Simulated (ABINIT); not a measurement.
# Quasiparticle gap of KBr (Fm-3m) in ABINIT

How does a plane-wave GW calculation on KBr (Fm-3m) run from the first input to the gap?

Method: LDA and many-body steps on it, plane waves, in ABINIT 10.8.3.

**1. Starting point**

Symmetry: Fm-3m, No. 225, cubic system. Conventional cell: a = 6.600 Å, b = 6.600 Å, c = 6.600 Å, α = 90.00°, β = 90.00°, γ = 90.00°. Nearest to K lie 6 Br at 3.30 Å. Br has 6 K at 3.30 Å nearest. Farther neighbours and most contacts between anions are not listed.

The cell and positions come from the Crystallography Open Database and are kept as given unless a step says otherwise.

**2. Ground state**

This step: ABINIT 10.8.3; DFT, LDA, plane waves, norm-conserving pseudopotentials.

The ground-state density comes first.

Contents of run.abi:

```
acell 3*1.0 Angstrom
rprim 
  0.000000000000 3.300000000000 3.300000000000
  3.300000000000 0.000000000000 3.300000000000
  3.300000000000 3.300000000000 0.000000000000
ntypat 2
znucl 19 35
natom 2
typat 1 2
xred 
  0.000000000000 0.000000000000 0.000000000000
  0.500000000000 0.500000000000 0.500000000000
pp_dirpath "pseudos"
pseudos "K.upf, Br.upf"
ecut 32
ngkpt 6 6 6
nshiftk 1
shiftk 0 0 0
kptopt 1
chksymbreak 0
nband 13
occopt 1
tolvrs 1e-10
nstep 60
prtwf 0
optforces 0
optstress 0
indata_prefix "in"
outdata_prefix "out"
tmpdata_prefix "tmp"
```

The run is started by

```bash
OMP_NUM_THREADS=1 mpirun -n 4 abinit run.abi > log
```

Numbers of over 12 decimals in the logs are rounded to 6 here.

Output:

```text
.Version 10.8.3 of ABINIT. v10.8.2 released Aug 2026.

 Symmetries : space group Fm -3 m (#225); Bravais cF (face-center cubic)
================================================================================
 Values of the parameters that define the memory need of the present run
     intxc =       0    ionmov =       0      iscf =       7    lmnmax =       6
     lnmax =       6     mgfft =      48  mpssoang =       3    mqgrid =    3001
     natom =       2  nloc_mem =       1    nspden =       1   nspinor =       1
    nsppol =       1      nsym =      48    n1xccc =    2501    ntypat =       2
    occopt =       1   xclevel =       1
-    mband =          13        mffmem =           1         mkmem =           4
       mpw =        4216          nfft =      110592          nkpt =          16
================================================================================
  Rough estimation (10% accuracy) of disk space for files :
================================================================================

--------------------------------------------------------------------------------
------------- Echo of variables that govern the present computation ------------
--------------------------------------------------------------------------------
 -outvars: echo values of preprocessed input variables --------
            acell      1.8897261259E+00  1.8897261259E+00  1.8897261259E+00 Bohr

      chksymbreak           0
             ecut      3.20000000E+01 Hartree
-          fftalg         312

              ixc       -1012
              kpt      0.00000000E+00  0.00000000E+00  0.00000000E+00
                       1.66666667E-01  0.00000000E+00  0.00000000E+00
                       3.33333333E-01  0.00000000E+00  0.00000000E+00
                       5.00000000E-01  0.00000000E+00  0.00000000E+00
                       1.66666667E-01  1.66666667E-01  0.00000000E+00
                       3.33333333E-01  1.66666667E-01  0.00000000E+00
                       5.00000000E-01  1.66666667E-01  0.00000000E+00
                      -3.33333333E-01  1.66666667E-01  0.00000000E+00
                      -1.66666667E-01  1.66666667E-01  0.00000000E+00
   [... 5 further rows ...]
                      -3.33333333E-01  3.33333333E-01  1.66666667E-01
                      -3.33333333E-01  5.00000000E-01  1.66666667E-01
         kptrlatt        6    0    0      0    6    0      0    0    6
          kptrlen      5.29150311E+01
P           mkmem           4
            natom           2
            nband          13
            ngfft          48      48      48
             nkpt          16
            nstep          60
             nsym          48
           ntypat           2
              occ      2.000000  2.000000  2.000000  2.000000  2.000000  2.000000
                       2.000000  2.000000  0.000000  0.000000  0.000000  0.000000
                       0.000000
        optforces           0
        optstress           0
            prtwf           0
            rprim      0.0000000000E+00  3.3000000000E+00  3.3000000000E+00
[...]
spgroup         225

           tolvrs      1.00000000E-10

             xred      0.0000000000E+00  0.0000000000E+00  0.0000000000E+00
[...]
znucl       19.00000   35.00000

================================================================================

 chkinp: Checking input parameters for consistency.

================================================================================
== DATASET  1 ==================================================================
-   mpi_nproc: 4, omp_nthreads: 1 (-1 if OMP is not activated)

--- !DatasetInfo
iteration_state: {dtset: 1, }
dimensions: {natom: 2, nkpt: 16, mband: 13, nsppol: 1, nspinor: 1, nspden: 1, mpw: 4216, }
cutoff_energies: {ecut:  32.0, pawecutdg:  -1.0, }
electrons: {nelect:   1.60000000E+01, charge:   0.00000000E+00, occopt:   1.00000000E+00, tsmear:   1.00000000E-02, }

 Real(R)+Recip(G) space primitive vectors, cartesian coordinates (Bohr,Bohr^-1):
 R(1)=  0.0000000  6.2360962  6.2360962  G(1)= -0.0801784  0.0801784  0.0801784
 R(2)=  6.2360962  0.0000000  6.2360962  G(2)=  0.0801784 -0.0801784  0.0801784
 R(3)=  6.2360962  6.2360962  0.0000000  G(3)=  0.0801784  0.0801784 -0.0801784
 Unit cell volume ucvol=  4.8502979E+02 bohr^3
 Angles (23,13,12)=  6.00000000E+01  6.00000000E+01  6.00000000E+01 degrees

 getcut: wavevector=  0.0000  0.0000  0.0000  ngfft=  48  48  48
         ecut(hartree)=     32.000   => boxcut(ratio)=   2.13734

--- Pseudopotential description ------------------------------------------------
- K Generated using ONCVPSP code by D. R. Hamann
- 19.00000   9.00000  180309                  znucl, zion, pspdat
12 -1012 2 -1 2170                            pspcod,pspxc,lmax,lloc,mmax
     nproj     2     2     2
  pspatm : epsatm=    8.21740868
         --- l  ekb(1:nproj) -->
[...]
pspatm: atomic psp has been read  and splines computed

- Br Generated using ONCVPSP code by D. R. Hamann
- 35.00000   7.00000  180309                  znucl, zion, pspdat
12 -1012 2 -1 1084                            pspcod,pspxc,lmax,lloc,mmax
     nproj     2     2     2
  pspatm : epsatm=   10.24179696
         --- l  ekb(1:nproj) -->
[...]
2    2.423121    0.400160
 pspatm: atomic psp has been read  and splines computed

   2.95347290E+02                                ecore*ucvol(ha*bohr**3)
--------------------------------------------------------------------------------

_setup2: Arith. and geom. avg. npw (full set) are    4194.069    4194.049

================================================================================

--- !BeginCycle
iteration_state: {dtset: 1, }
solver: {iscf: 7, nstep: 60, nline: 4, wfoptalg: 0, }
tolerances: {tolvrs: 1.00E-10, }

     iter   Etot(hartree)      deltaE(h)  residm     vres2
 ETOT  1  -45.811318218823    -4.581E+01 3.493E-02 8.180E+01
 ETOT  2  -45.831428564190    -2.011E-02 6.314E-03 2.047E+00
 ETOT  3  -45.831693825543    -2.653E-04 3.049E-03 3.169E-01
 ETOT  4  -45.831708840697    -1.502E-05 1.204E-03 5.138E-03
 ETOT  5  -45.831708998382    -1.577E-07 1.969E-03 5.818E-05
 ETOT  6  -45.831709001162    -2.780E-09 7.767E-03 6.606E-06
 ETOT  7  -45.831709001777    -6.149E-10 2.227E-03 2.386E-07
 ETOT  8  -45.831709001789    -1.214E-11 3.624E-03 2.734E-09
 ETOT  9  -45.831709001789     9.166E-13 3.109E-04 3.884E-11

 At SCF step    9       vres2   =  3.88E-11 < tolvrs=  1.00E-10 =>converged.

--- !ResultsGS
iteration_state: {dtset: 1, }
comment   : Summary of ground state results
lattice_vectors:
- [  0.0000000,   6.2360962,   6.2360962, ]
- [  6.2360962,   0.0000000,   6.2360962, ]
- [  6.2360962,   6.2360962,   0.0000000, ]
lattice_lengths: [   8.81917,    8.81917,    8.81917, ]
lattice_angles: [ 60.000,  60.000,  60.000, ] # degrees, (23, 13, 12)
lattice_volume:   4.8502979E+02
convergence: {deltae:  9.166E-13, res2:  3.884E-11, residm:  3.109E-04, diffor:  0.000E+00, }
etotal    :  -4.58317090E+01
entropy   :   0.00000000E+00
fermie    :  -7.39522276E-03
cartesian_stress_tensor: null
pressure_GPa: null
xred      :
- [  0.0000E+00,   0.0000E+00,   0.0000E+00,  K]
- [  5.0000E-01,   5.0000E-01,   5.0000E-01, Br]
cartesian_forces: null
force_length_stats: {min: null, max: null, mean: null, }

 Integrated electronic density in atomic spheres:
 ------------------------------------------------
 Atom  Sphere_radius  Integrated_density
    1        2.00000          6.92021275
    2        2.00000          4.25427605
================================================================================

 ----iterations are completed or convergence reached----

 Mean square residual over all n,k,spin=   83.446E-07; max=  31.094E-05
 reduced coordinates (array xred) for    2 atoms
       0.000000000000      0.000000000000      0.000000000000
       0.500000000000      0.500000000000      0.500000000000
 rms dE/dt=  0.0000E+00; max dE/dt=  0.0000E+00; dE/dt below (all hartree)
    1       0.000000000000      0.000000000000      0.000000000000
    2       0.000000000000      0.000000000000      0.000000000000

 cartesian coordinates (angstrom) at end:
    1      0.000000     0.000000     0.000000
    2      3.300000     3.300000     3.300000
 length scales=  1.889726125908  1.889726125908  1.889726125908 bohr
              =  1.000000000000  1.000000000000  1.000000000000 angstroms
 prteigrs : about to open file out_EIG
 Fermi (or HOMO) energy (hartree) =  -0.00740   Average Vxc (hartree)=  -0.29438
 Eigenvalues (hartree) for nkpt=  16  k points:
 kpt#   1, nband= 13, wtk=  0.00463, kpt=  0.0000  0.0000  0.0000 (reduced coord)
  -1.01644   -0.46192   -0.41641   -0.41641   -0.41641   -0.00740   -0.00740   -0.00740
   0.14077    0.26304    0.26304    0.26305    0.29506
 prteigrs : prtvol=0 or 1, do not print more k-points.

--- !EnergyTerms
iteration_state     : {dtset: 1, }
comment             : Components of total free energy in Hartree
kinetic             :  1.46551196752329E+01
hartree             :  9.58894084460337E+00
xc                  : -1.14117761208625E+01
Ewald energy        : -2.93989375638298E+01
psp_core            :  6.08926077517895E-01
local_psp           : -3.64663735992050E+01
non_local_psp       :  6.59239168475459E+00
total_energy        : -4.58317090017885E+01
total_energy_eV     : -1.24714433596107E+03
band_energy         : -5.61504775677646E+00

== END DATASET(S) ==============================================================
================================================================================

 -outvars: echo values of variables after computation  --------
           etotal     -4.5831709002E+01
            nband          13
             nkpt          16
          spgroup         225
 [... the other variables as echoed above ...]

 Calculation completed.
```

Run time: 7.2 s. Hardware: 4 MPI ranks of Arm Neoverse V2, shared host; peak memory 0.33 GiB; 28 s of CPU time.

Numbers from this step:

```
total energy               : -1247.1443 eV
gap                        : 4.032 eV
k of the valence top       : 0, 0, 0
k of the conduction bottom : 0, 0, 0
least direct gap           : 4.032 eV
```

The gap is direct, at Γ.

(Part 1 of 3 ends here.)

[Paths, hosts, dates, memory and timing lines, banners, echoed tables and standing remarks are left out of the program output.]

[Logs are printed without paths, hosts, clocks, repeated set-up lines and the standing remarks that a program may print on its own settings, such as how far it seeks lower states.]

[Runs of the session that timed out or met a known fault of the program may be left out.]

[Hosts, paths, dates, database ids (printed as entryN), source tags and the programs' standing remarks are cut or masked in the printed files.]

[G0W0 gaps are taken among the corrected bands and points alone; a level outside them can change the order at an edge.]

[Where Ansatz stands beside ABINIT at settings called matched, ABINIT's density can come from a denser mesh and the files from another edition; pairs whose starting gaps differed by over 0.03 eV were left out, so agreement reads better than it is.]
